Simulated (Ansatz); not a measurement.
**Starting-point dependence of the GW gap of SiO2 (Fddd)**

How much of the starting functional survives in the G0W0 gap of SiO2 (Fddd)?

Main program and level: Ansatz 0.2.0; G0W0 on several functionals, plane waves, PAW.

Report form: the programs' logs are mostly left out.

In doubt: masses and optical values from hybrid runs of this build are listed as unsure (step 4), which bears on the screening that GW takes from such a start.

## 1. Starting point

Symmetry: Fddd, No. 70, orthorhombic system. Conventional cell: a = 4.719 Å, b = 9.433 Å, c = 14.726 Å, α = 90.00°, β = 90.00°, γ = 90.00°. Nearest to Si lie 4 O at 1.60 to 1.62 Å. Nearest to O lie 2 Si at 1.60 Å. Nearest to O lie 2 Si at 1.62 Å. Farther neighbours and most contacts between anions are not listed.

The cell and positions are those that the Materials Project relaxed with its own functionals (PBE, PBE+U or r2SCAN), kept fixed.

## 2. G0W0 on LDA

G0W0 replaces the xc potential by the self-energy, built once from these orbitals. Only a window of levels is corrected, while the sums run over the empty bands that the input names. This step takes PAW set soft_1 files.

This step: G0W0 on LDA, plane waves, PAW; PAW set soft_1.

input.yaml

```yaml
crystal:
  lattice:
    - [0.0, 4.71625711, 7.3627753715]
    - [2.3595806657, 0.0, 7.3627753715]
    - [2.3595806657, 4.71625711, 0.0]
  atoms:
    - { symbol: Si, position: [0.56323108, 0.56323108, 0.93676892] }
    - { symbol: Si, position: [0.31323108, 0.31323108, 0.68676892] }
    - { symbol: Si, position: [0.68676892, 0.68676892, 0.31323108] }
    - { symbol: Si, position: [0.93676892, 0.93676892, 0.56323108] }
    - { symbol: O, position: [0.625, 0.125, 0.625] }
    - { symbol: O, position: [0.625, 0.625, 0.125] }
    - { symbol: O, position: [0.625, 0.625, 0.625] }
    - { symbol: O, position: [0.125, 0.625, 0.625] }
    - { symbol: O, position: [0.1865604, 0.8134396, 0.1865604] }
    - { symbol: O, position: [0.8134396, 0.1865604, 0.8134396] }
    - { symbol: O, position: [0.4365604, 0.0634396, 0.4365604] }
    - { symbol: O, position: [0.0634396, 0.4365604, 0.0634396] }
kpoints:
  mp_grid: { grid: [4, 4, 4] }
hamiltonian:
  xc: lda
  pseudopotentials: { kind: paw, azcp: { folder: soft_1 }, xc_functional: pbe }
scf:
  occupations: { method: fixed }
gw:
  n_empty_bands: 417
  ecut_chi: 108
  qp_bands: [v4, c4]
  qp_kpoints: band_edges
  screening: { model: contour_deformation }
```

Command:

```bash
$ ansatz run input.yaml --threads 3 --pin off --max-ram 92160MiB --backend cuda --events-out ev --progress --plain --runs-dir out --devices 1 --max-vram 13GiB
```

The job ended after 55 s (1 × NVIDIA H100 80GB HBM3 (shared by 6 runs) with 3 threads of AMD EPYC 7R13 (Zen 3), shared host; peak memory 2.1 GiB; 94 s of CPU time).

This step gave:

```yaml
bands_summed: 449
rpa_eps_infinity_on_this_mesh_eigenvalues: 2.273, 2.324, 2.337
plane_waves_in_the_screening_matrix: 425
q_points_in_the_mesh: 64
g0w0_gap_on_the_mesh: 8.532 eV
k_of_the_valence_top: 0, 0, 0
k_of_the_conduction_bottom: 0, 0, 0
starting_gap_on_the_mesh: 5.533 eV
z_at_the_valence_top: 0.8048
z_at_the_conduction_bottom: 0.8695
least_direct_g0w0_gap_on_the_computed_points: 8.532 eV
```

The gap on the mesh goes from 5.53 eV to 8.53 eV, a correction of +3.00 eV. Between the two edge states, bare exchange in place of the xc potential would open the gap by 10.54 eV, and correlation takes back 7.54 eV.

## 3. G0W0 on r2SCAN

The same correction from a different start measures what one shot leaves open.

This step: G0W0 on r2SCAN, plane waves, PAW; PAW set soft_1.

Edit input.yaml of step 2 so:

```diff
@@ -21,4 +21,4 @@
 hamiltonian:
-  xc: lda
-  pseudopotentials: { kind: paw, azcp: { folder: soft_1 }, xc_functional: pbe }
+  xc: r2scan
+  pseudopotentials: { kind: paw, azcp: { folder: soft_1 } }
 scf:
```

Wall time 64 s (1 × NVIDIA H100 80GB HBM3 (shared by 6 runs) with 3 threads); peak memory 2.6 GiB.

Numbers from this step:

- bands summed: 449
- RPA ε∞ on this mesh (eigenvalues): 2.104, 2.145, 2.153
- plane waves in the screening matrix: 425
- q-points in the mesh: 64
- G0W0 gap on the mesh: 8.907 eV
- k of the valence top: 0, 0, 0
- k of the conduction bottom: 0, 0, 0
- starting gap on the mesh: 6.398 eV
- Z at the valence top: 0.8225
- Z at the conduction bottom: 0.8838
- least direct G0W0 gap on the computed points: 8.907 eV

Against the run with 4×4×4 mesh, 417 empty bands, screening to 108 eV, PAW set soft_1 files on LDA, the gap moves by +0.38 eV, while the start moved by +0.86 eV.

## 4. G0W0 on HSE06

This step: G0W0 on HSE06, plane waves, PAW; PAW set soft_1.

Edit input.yaml of step 3 so:

```diff
@@ -21,3 +21,3 @@
 hamiltonian:
-  xc: r2scan
+  xc: hse06
   pseudopotentials: { kind: paw, azcp: { folder: soft_1 } }
```

Elapsed: 2.2 min, on 1 × NVIDIA H100 80GB HBM3 (shared by 6 runs) with 3 threads; peak memory 2.7 GiB.

Numbers from this step:

```
bands summed                                 : 449
RPA ε∞ on this mesh (eigenvalues)            : 2.008, 2.042, 2.050
plane waves in the screening matrix          : 425
G0W0 gap on the mesh                         : 9.362 eV
k of the valence top                         : 0, 0, 0
k of the conduction bottom                   : 0, 0, 0
starting gap on the mesh                     : 7.586 eV
least direct G0W0 gap on the computed points : 9.362 eV
```

Against the run with 4×4×4 mesh, 417 empty bands, screening to 108 eV, PAW set soft_1 files on r2SCAN, the gap moves by +0.46 eV, while the start moved by +1.19 eV.

## 5. Side by side

All on the 4×4×4 mesh with 417 empty bands and screening to 108 eV. Times are wall times on 1 × NVIDIA H100 80GB HBM3 (shared by 6 runs) with 3 threads of AMD EPYC 7R13 (Zen 3), shared host, good to a factor of about two.

```
 start  starting gap (eV)  shift (eV)  G0W0 gap (eV)  RPA ε∞ (harmonic mean)  Z (valence, conduction)     time
   LDA               5.53       +3.00           8.53                    2.31               0.80, 0.87     55 s
r2SCAN               6.40       +2.51           8.91                    2.13               0.82, 0.88     64 s
 HSE06               7.59       +1.78           9.36                    2.03               0.84, 0.89  2.2 min
```

The parts of the quasiparticle energy at the two band edges (eV; QP = start + Σx + Σc − Vxc):

```
   run               edge  start      Σx     Σc     Vxc     Z     QP
   LDA        valence top   1.45  -26.59   4.23  -20.84  0.80  -0.07
   LDA  conduction bottom   6.98   -6.97  -3.31  -11.76  0.87   8.46
r2SCAN        valence top   1.32  -26.68   4.00  -21.26  0.82  -0.10
r2SCAN  conduction bottom   7.72   -6.50  -3.10  -10.68  0.88   8.81
 HSE06        valence top   0.45  -26.70   3.74  -22.09  0.84  -0.42
 HSE06  conduction bottom   8.03   -6.45  -2.99  -10.34  0.89   8.94
```

For a hybrid start, Vxc holds its share of exact exchange.

## 6. Summary of results

```json
{
 "G0W0@LDA": "8.53 eV (start 5.53 eV)",
 "G0W0@r2SCAN": "8.91 eV (start 6.40 eV)",
 "G0W0@HSE06": "9.36 eV (start 7.59 eV)",
 "known limits": "not at the basis limit"
}
```

The starting gaps span 2.05 eV and the G0W0 gaps 0.83 eV. Between LDA and HSE06, 0.83 eV of the 2.05 eV survives, 40 %. HSE06 screens less than LDA (ε∞ 2.03 against 2.31). Of the 0.83 eV by which its G0W0 gap is higher, the correlation part gives +0.81 eV, and exchange with the one-particle terms, which follow the orbitals, +0.02 eV. The smallest correction, +1.78 eV, is on HSE06, the start nearest to reproducing itself. Bands and cutoff are finite, so the gap is not at the basis limit. The miss can reach some tenths of an eV and take either sign; the mesh is an error of its own.

[Paths, hosts, dates, memory and timing lines, banners, echoed tables and standing remarks are left out of the program output.]

[Logs are printed without paths, hosts, clocks, repeated set-up lines and the standing remarks that a program may print on its own settings, such as how far it seeks lower states.]

[Runs of the session that timed out or met a known fault of the program may be left out.]

[Cells called generated may have been cut or substituted from an entry of the Crystallography Open Database or the Materials Project.]

[Hosts, paths, dates, database ids (printed as entryN), source tags and the programs' standing remarks are cut or masked in the printed files.]
